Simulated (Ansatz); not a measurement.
# From HSE06 to G0W0: SiO2 (P4_32_12), part 2 of 2

Aim: the quasiparticle gap of SiO2 (P4_32_12), starting from HSE06.

Ansatz 0.2.0; HSE06, then G0W0 on it, plane waves, PAW. Known limits of the many-body steps: finite bands, screening cutoff and k mesh; no spin-orbit coupling in G0W0.

So far. Step 2 (The starting point: HSE06): Over mesh and listed points the gap is 7.550 eV, direct, at k = Γ.

In doubt: masses and optical values from hybrid runs of this build are listed as unsure (step 3), which bears on the screening that GW takes from such a start.

## Step 3: One-shot GW

G0W0 replaces the xc potential by a self-energy built once from the orbitals of the start. Levels are corrected in the window of bands that the input names, at points of the mesh.

This step: G0W0 on HSE06, plane waves, PAW; PAW set soft_1.

input.yaml

```yaml
crystal:
  lattice:
    - [4.9329, 0.0, 0.0]
    - [0.0, 4.9329, 0.0]
    - [0.0, 0.0, 6.4645]
  atoms:
    - { symbol: Si, position: [0.817705, 0.817705, 0.5] }
    - { symbol: Si, position: [0.682295, 0.317705, 0.25] }
    - { symbol: Si, position: [0.182295, 0.182295, 0.0] }
    - { symbol: Si, position: [0.317705, 0.682295, 0.75] }
    - { symbol: O, position: [0.26834, 0.36457, 0.80193] }
    - { symbol: O, position: [0.13543, 0.76834, 0.55193] }
    - { symbol: O, position: [0.73166, 0.63543, 0.30193] }
    - { symbol: O, position: [0.86457, 0.23166, 0.05193] }
    - { symbol: O, position: [0.76834, 0.13543, 0.44807] }
    - { symbol: O, position: [0.63543, 0.73166, 0.69807] }
    - { symbol: O, position: [0.23166, 0.86457, 0.94807] }
    - { symbol: O, position: [0.36457, 0.26834, 0.19807] }
kpoints:
  mp_grid: { grid: [4, 4, 2] }
hamiltonian:
  xc: hse06
  pseudopotentials: { kind: paw, azcp: { folder: soft_1 } }
scf:
  occupations: { method: fixed }
gw:
  n_empty_bands: 400
  ecut_chi: 108
  qp_bands: [v4, c4]
  qp_kpoints: band_edges
  screening: { model: contour_deformation }
```

On the command line:

```
$ ansatz run input.yaml --threads 3 --pin off --max-ram 92160MiB --backend cuda --events-out ev --progress --plain --runs-dir out --devices 1 --max-vram 13GiB
```

Numbers of over 12 decimals in the logs are rounded to 6 here.

Output:

```text
GPUs: using 1 of 1 available (devices: 1).
[...]
GPU FFT provider: cuFFT
GPU libraries: cuBLAS 13.8.2, cuFFT 12.4.0, cuSOLVER 12.3.4
Crystal: 12 atoms, lattice volume = 157.304 Å³
Basis set: ecut = 420 eV, 3097 PW (Γ)
Bands: 44, of which v1, the nominal top of the filled ones, is band 32 counted from 1 (31 counted from 0)
Symmetry: 8 space group operations
[...]
k-points: 12 of 32
[...]
GPU buffer pool allocated for 58320 grid points (all kernels)
[...]
SCF iter   1: F=—  HF=-7102.602351 eV  |F-HF|=—  |Δ(HF+E_count)|=         —  Δρ=1.30e-1  dr2=2.39e1  ethr=1.00e-1  ⟨swp⟩=5.1  Hψ=1931  notcnv=0
[...]
SCF iter   5: F=-7096.170503 eV  HF=-7096.171382 eV  |F-HF|=8.79e-4  |Δ(HF+E_count)|=   4.56e-3  Δρ=9.65e-4  dr2=1.39e-3  ethr=1.99e-5  ⟨swp⟩=2.9  Hψ=1219  notcnv=0
SCF 1 stopped early in 5 iterations: F = -7096.170503 eV  dr2 = 1.39e-3
[...]
GPU FFT provider: cuFFT
GPU libraries: cuBLAS 13.8.2, cuFFT 12.4.0, cuSOLVER 12.3.4
[...]
GPU buffer pool allocated for 58320 grid points (all kernels)
[...]
Frozen-core exchange: fock
SCF iter   1: F=—  HF=-7097.536293 eV  |F-HF|=—  |Δ(HF+E_count)|=         —  Δρ=7.14e-3  dr2=6.83e-2  ethr=2.17e-5  ⟨swp⟩=8.1  Hψ=2555  notcnv=0
[...]
SCF iter   6: F=-7097.530202 eV  HF=-7097.530202 eV  |F-HF|=3.68e-7  |Δ(HF+E_count)|=   1.18e-5  Δρ=1.96e-5  dr2=9.13e-7  ethr=4.85e-8  ⟨swp⟩=3.2  Hψ=1547  notcnv=0
SCF 2 stopped early in 6 iterations: F = -7097.530202 eV  dr2 = 9.13e-7
[...]
hybrid outer 1: dexx = +2.188e-2 eV, tail = 3.84e-5 eV
GPU FFT provider: cuFFT
GPU libraries: cuBLAS 13.8.2, cuFFT 12.4.0, cuSOLVER 12.3.4
GPU buffer pool allocated for 58320 grid points (all kernels)
[...]
Frozen-core exchange: fock
SCF iter   1: F=—  HF=-7097.530420 eV  |F-HF|=—  |Δ(HF+E_count)|=         —  Δρ=4.43e-5  dr2=9.04e-7  ethr=3.00e-7  ⟨swp⟩=4.2  Hψ=1299  notcnv=0
[...]
SCF iter   3: F=-7097.530421 eV  HF=-7097.530421 eV  |F-HF|=1.40e-8  |Δ(HF+E_count)|=   3.53e-9  Δρ=5.39e-6  dr2=2.98e-8  ethr=2.35e-11  ⟨swp⟩=2.9  Hψ=2843  notcnv=0
SCF 3 converged in 3 iterations: F = -7097.530421 eV  dr2 = 2.98e-8
[...]
NSCF: frozen V_eff on 12 k-points
Exchange-term sweep: 0 of 12 (spin, k) points
Exchange-term sweep: 1 of 12 (spin, k) points
Exchange-term sweep: 2 of 12 (spin, k) points
Exchange-term sweep: 3 of 12 (spin, k) points
Exchange-term sweep: 4 of 12 (spin, k) points
Exchange-term sweep: 5 of 12 (spin, k) points
Exchange-term sweep: 6 of 12 (spin, k) points
Exchange-term sweep: 7 of 12 (spin, k) points
Exchange-term sweep: 8 of 12 (spin, k) points
Exchange-term sweep: 9 of 12 (spin, k) points
Exchange-term sweep: 10 of 12 (spin, k) points
Exchange-term sweep: 11 of 12 (spin, k) points
Exchange-term sweep: 12 of 12 (spin, k) points
G₀W₀ screening: q 1/12
[... further progress lines ...]
[...]
Free energy (F): -7097.530421 eV
Frozen-core exchange: fock
[...]
Internal energy: -7097.530421 eV  (E = F + TS)
E sigma→0 (E₀):  -7097.530421 eV
Fermi energy:    0.864235 eV
[...]
--- Band table (eV; the first three rows and the last of 12) ---
  k-point 0: bands = [... 28 lower, -0.0035, 0.3697, 0.3697, 0.8642, 8.4137, 11.6190, 11.6190, 12.2870, ... 4 higher]
  k-point 1: bands = [... 28 lower, 0.1117, 0.1117, 0.4264, 0.4264, 9.8778, 9.8778, 12.0404, 12.0404, ... 4 higher]
  k-point 2: bands = [... 28 lower, -0.1169, 0.2797, 0.3021, 0.6915, 9.1226, 11.7620, 11.7721, 12.0475, ... 4 higher]
  k-point 11: bands = [... 28 lower, 0.3408, 0.3408, 0.3408, 0.3408, 11.9376, 11.9376, 11.9376, 11.9376, ... 4 higher]
  guard bands above this table: 4 of the run's 44 bands. The solve was not asked for them (output.publish_guard_bands: true or output.eigenvalues: true publishes all)
--- G₀W₀: contour deformation, 5 samples at zero and on the imaginary axis and 2 off it, 32 q-points, 400 empty bands' worth ---
  eigenvalues of the whole cell's RPA ε∞ on this k-mesh (on a slab, of 1 + 4πα/V) = 2.0568, 2.1016, 2.1016; static W/v taken at q = 0 is 0.480928
  gw.qp_kpoints: band_edges: 11 of 12 stored k-points solved, in 1 pass; an edge of the gap read off the rows below is read off those points alone
    valence top: of the k-points left out ik 8 came nearest to being solved in a further pass, in band 32 (counted from 1, as in the quasiparticle table): it holds the edge there only if its correction is more favourable than any solved in that band by at least 0.536 eV; those differ by 0.067 eV
    conduction bottom: of the k-points left out ik 8 came nearest to being solved in a further pass, in band 33 (counted from 1, as in the quasiparticle table): it holds the edge there only if its correction is more favourable than any solved in that band by at least 2.574 eV; those differ by 0.353 eV
    ik  band        ε_KS         Σx   Σc(E_QP)       V_xc       Z   E_QP_lin       E_QP  E_QP is
     0    29     -0.0035   -26.5653     3.7847   -21.8858  0.8353    -0.9029    -0.8982  root
     0    30      0.3697   -26.8386     3.8100   -22.1739  0.8349    -0.4892    -0.4850  root
     0    31      0.3697   -26.8386     3.8100   -22.1739  0.8349    -0.4892    -0.4850  root
     0    32      0.8642   -26.8215     3.7801   -22.2224  0.8356     0.0414     0.0452  root
     0    33      8.4137    -7.3220    -3.1350   -11.4368  0.8883     9.3971     9.3936  root
     0    34     11.6190    -5.9321    -3.5613   -10.6398  0.8825    12.7710    12.7653  root
     0    35     11.6190    -5.9321    -3.5613   -10.6398  0.8825    12.7710    12.7653  root
     0    36     12.2870    -5.7142    -3.5743   -10.4626  0.8831    13.4672    13.4611  root
     1    29      0.1117   -26.4794     3.7939   -21.7877  0.8350    -0.7909    -0.7862  root
     1    30      0.1117   -26.4794     3.7939   -21.7877  0.8350    -0.7909    -0.7862  root
     1    31      0.4264   -26.4585     3.7929   -21.7885  0.8350    -0.4552    -0.4507  root
     1    32      0.4264   -26.4585     3.7929   -21.7885  0.8350    -0.4552    -0.4507  root
     1    33      9.8778    -8.1372    -3.1878   -12.4698  0.8813    11.0279    11.0226  root
     1    34      9.8778    -8.1372    -3.1878   -12.4698  0.8813    11.0279    11.0226  root
     1    35     12.0404    -5.5831    -3.6063   -10.3470  0.8824    13.2038    13.1980  root
     1    36     12.0404    -5.5831    -3.6063   -10.3470  0.8824    13.2038    13.1980  root
     2    29     -0.1169   -26.4211     3.8019   -21.7021  0.8345    -1.0390    -1.0340  root
     2    30      0.2797   -26.7429     3.8069   -22.0718  0.8348    -0.5887    -0.5844  root
     2    31      0.3021   -26.7374     3.8079   -22.0628  0.8349    -0.5690    -0.5646  root
     2    32      0.6915   -26.6277     3.7730   -22.0111  0.8355    -0.1562    -0.1522  root
     2    33      9.1226    -7.6235    -3.1394   -11.8063  0.8854    10.1701    10.1660  root
     2    34     11.7620    -6.0046    -3.4852   -10.6216  0.8823    12.8993    12.8937  root
     2    35     11.7721    -6.0010    -3.5402   -10.6922  0.8818    12.9290    12.9232  root
     2    36     12.0475    -7.3634    -3.6073   -12.2966  0.8781    13.3813    13.3735  root
     3    29     -0.0437   -26.3126     3.7900   -21.6053  0.8348    -0.9659    -0.9609  root
     3    30     -0.0437   -26.3126     3.7900   -21.6053  0.8348    -0.9659    -0.9609  root
     3    31      0.5345   -26.6458     3.7948   -21.9952  0.8350    -0.3255    -0.3212  root
     3    32      0.5345   -26.6458     3.7948   -21.9952  0.8350    -0.3255    -0.3212  root
     3    33     10.3038    -8.1150    -3.2600   -12.5541  0.8801    11.4886    11.4829  root
     3    34     10.3038    -8.1150    -3.2600   -12.5541  0.8801    11.4886    11.4829  root
     3    35     12.2563    -5.9338    -3.5742   -10.6885  0.8808    13.4431    13.4369  root
     3    36     12.2563    -5.9338    -3.5742   -10.6885  0.8808    13.4431    13.4369  root
     4    29      0.1086   -26.4469     3.8018   -21.7466  0.8347    -0.7946    -0.7899  root
     4    30      0.1086   -26.4469     3.8018   -21.7466  0.8347    -0.7946    -0.7899  root
     4    31      0.3047   -26.3650     3.7788   -21.6999  0.8348    -0.5862    -0.5816  root
     4    32      0.3047   -26.3650     3.7788   -21.6999  0.8348    -0.5862    -0.5816  root
     4    33     10.6373    -7.8372    -3.2829   -12.2848  0.8803    11.8077    11.8021  root
     4    34     10.6373    -7.8372    -3.2829   -12.2848  0.8803    11.8077    11.8021  root
     4    35     11.9810    -5.9915    -3.4584   -10.5807  0.8815    13.1174    13.1118  root
     4    36     11.9810    -5.9915    -3.4584   -10.5807  0.8815    13.1174    13.1118  root
[...]
10    33     11.4589    -7.8579    -3.5430   -12.7337  0.8769    12.7996    12.7918  root
    10    34     11.4589    -7.8579    -3.5430   -12.7337  0.8769    12.7996    12.7918  root
    10    35     11.5242    -7.2850    -3.3531   -11.8237  0.8786    12.7160    12.7098  root
    10    36     11.5242    -7.2850    -3.3531   -11.8237  0.8786    12.7160    12.7098  root
    11    29      0.3408   -26.5855     3.7892   -21.9327  0.8347    -0.5271    -0.5228  root
    11    30      0.3408   -26.5855     3.7892   -21.9327  0.8347    -0.5271    -0.5228  root
    11    31      0.3408   -26.5855     3.7892   -21.9327  0.8347    -0.5271    -0.5228  root
    11    32      0.3408   -26.5855     3.7892   -21.9327  0.8347    -0.5271    -0.5228  root
    11    33     11.9376    -7.6077    -3.4660   -12.3426  0.8757    13.2139    13.2065  root
    11    34     11.9376    -7.6077    -3.4660   -12.3426  0.8757    13.2139    13.2065  root
    11    35     11.9376    -7.6077    -3.4660   -12.3426  0.8757    13.2139    13.2065  root
    11    36     11.9376    -7.6077    -3.4660   -12.3426  0.8757    13.2139    13.2065  root
```

Wall time 62 s (1 × NVIDIA H100 80GB HBM3 (shared by 6 runs) with 3 threads of AMD EPYC 7R13 (Zen 3), shared host); peak memory 2 GiB; 66 s of CPU time.

This step gave:

| Quantity | Value |
| --- | --- |
| bands summed | 432 |
| RPA ε∞ on this mesh (eigenvalues) | 2.057, 2.102, 2.102 |
| plane waves in the screening matrix | 387 |
| q-points in the mesh | 32 |
| G0W0 gap over the corrected points | 9.348 eV |
| k of the valence top | 0, 0, 0 |
| k of the conduction bottom | 0, 0, 0 |
| starting gap on the mesh | 7.550 eV |
| Z at the valence top | 0.8356 |
| Z at the conduction bottom | 0.8883 |
| least direct G0W0 gap over the corrected points | 9.348 eV |

Over 11 of 12 irreducible mesh points the G0W0 gap is 9.348 eV, direct, at k = Γ. The HSE06 gap of this run on the mesh is 7.550 eV. The two states that bound the G0W0 gap lie that far apart at the start, so the correction of the gap is 9.348 − 7.550 = +1.798 eV.

Labels follow the order of the start: v1 is the top filled band, c1 the lowest empty one; levels that stay degenerate share a row, the window can cut a multiplet, doubted levels are not marked in this list, bands outside the window were not corrected, and the list may be a part of the corrected levels. Levels before and after the correction, in eV, zero at the valence-band top of each column:

|  | conduction bottom | valence top |
| --- | --- | --- |
| HSE06 | 7.55 | 0.00 |
| G0W0 | 9.35 | 0.00 |

|  | level | occupation | energy (eV) |
| --- | --- | --- | --- |
| HSE06 | Γ v4 | 2 | -0.868 |
| HSE06 | Γ v3-v2 | 2 | -0.495 |
| HSE06 | Γ v1 | 2 | 0.000 |
| HSE06 | Γ c1 | 0 | 7.550 |
| HSE06 | Γ c2-c3 | 0 | 10.755 |
| HSE06 | Γ c4 | 0 | 11.423 |
| G0W0 | Γ v4 | 2 | -0.943 |
| G0W0 | Γ v3-v2 | 2 | -0.530 |
| G0W0 | Γ v1 | 2 | 0.000 |
| G0W0 | Γ c1 | 0 | 9.348 |
| G0W0 | Γ c2-c3 | 0 | 12.720 |
| G0W0 | Γ c4 | 0 | 13.416 |

The parts of the quasiparticle energy for the two states that bound the G0W0 gap, in eV on the run's own scale (QP = start + Σx + Σc − Vxc, with Σc at the quasiparticle energy):

| edge | k | band | start | Σx | Σc | Vxc | Z | QP |
| --- | --- | --- | --- | --- | --- | --- | --- | --- |
| valence top | Γ | 32 | 0.864 | −26.822 | 3.780 | −22.222 | 0.836 | 0.045 |
| conduction bottom | Γ | 33 | 8.414 | −7.322 | −3.135 | −11.437 | 0.888 | 9.394 |

For a hybrid start, Vxc holds its share of exact exchange.

## Step 4: Side by side

Each gap is the least one over the points named; times are wall times on shared hosts, not benchmarks. A G0W0 time includes the run's own self-consistent start. Runs with listed points see these and the mesh alone, so an edge that moves elsewhere is missed.

| level | mesh | files, cutoff | bands summed, screening | points | gap (eV) | valence top | conduction bottom | least direct gap (eV) | time |
| --- | --- | --- | --- | --- | --- | --- | --- | --- | --- |
| HSE06 | 4×4×2 | soft_1 PAW, 420 eV | - | mesh and listed points | 7.550 | Γ | Γ | 7.550 | 29 s |
| G0W0@HSE06 | 4×4×2 | soft_1 PAW, 420 eV | 432, 108 eV | 11 of 12 irreducible mesh points | 9.348 | Γ | Γ | 9.348 | 62 s |

## Step 5: Results

| Property | Result |
| --- | --- |
| HSE06 gap over mesh and listed points | 7.550 eV, direct, at k = Γ |
| G0W0@HSE06 gap over 11 of 12 irreducible mesh points | 9.348 eV, direct, at k = Γ |
| GW settings | 4×4×2 mesh, 400 empty bands, screening to 108 eV, PAW set soft_1 files |
| known limits | finite bands, screening cutoff and k mesh; no spin-orbit coupling in G0W0 |

In words: Over 11 of 12 irreducible mesh points the G0W0 gap is 9.348 eV, direct, at k = Γ. The HSE06 gap of this run on the mesh is 7.550 eV. The two states that bound the G0W0 gap lie that far apart at the start, so the correction of the gap is 9.348 − 7.550 = +1.798 eV. The valence state moves by 0.045 − 0.864 = −0.819 eV and the conduction state by 9.394 − 8.414 = +0.980 eV, on the run's own scale; how far single levels stand from their limit in bands is not shown. Both edges that HSE06 shows over mesh and listed points lie at k points where levels were corrected. Levels at other points were not corrected, so a lower G0W0 gap elsewhere in the zone is not ruled out. No second run with other bands and screening cutoff is shown, so the distance to the basis limit is not known. On another start, G0W0@LDA runs of this series (4×4×2 mesh, soft_1 PAW; not shown as steps) give 8.355 eV with 173 bands and 54 eV, 8.496 eV with 432 bands and 108 eV and 8.687 eV with 894 bands and 180 eV. G0W0 on other starts in this series, not shown as steps and not all at these settings: 8.496 eV on LDA (4×4×2, soft_1 PAW, 432 bands, 108 eV) and 9.557 eV on PBE0 (4×4×2, soft_1 PAW, 432 bands, 108 eV). The G0W0 runs are scalar-relativistic. No pair of G0W0 runs that differ in the mesh alone is shown (4×4×2 is a supercell whose nearest images lie 13 Å apart), so the error from the mesh is not known here. G0W0 is shown with one set of atomic data (soft_1 PAW), so the error from the files is not known here.

[Paths, hosts, dates, memory and timing lines, banners, echoed tables and standing remarks are left out of the program output.]

[Logs are printed without paths, hosts, clocks, repeated set-up lines and the standing remarks that a program may print on its own settings, such as how far it seeks lower states.]

[Runs of the session that timed out or met a known fault of the program may be left out.]

[Cells called generated may have been cut or substituted from an entry of the Crystallography Open Database or the Materials Project.]

[Hosts, paths, dates, database ids (printed as entryN), source tags and the programs' standing remarks are cut or masked in the printed files.]

[Where an RPA ε∞ is given, it is that of the G0W0 mesh and is not shown converged in it. Names of k-points follow the symmetry that the program found, which can be lower than the space group named. Band edges on a path are those of the sampled points; other points can move an edge, and change direct to indirect where valleys lie close.]

[Hybrid gaps are those of their k-mesh and are not shown converged in it.]
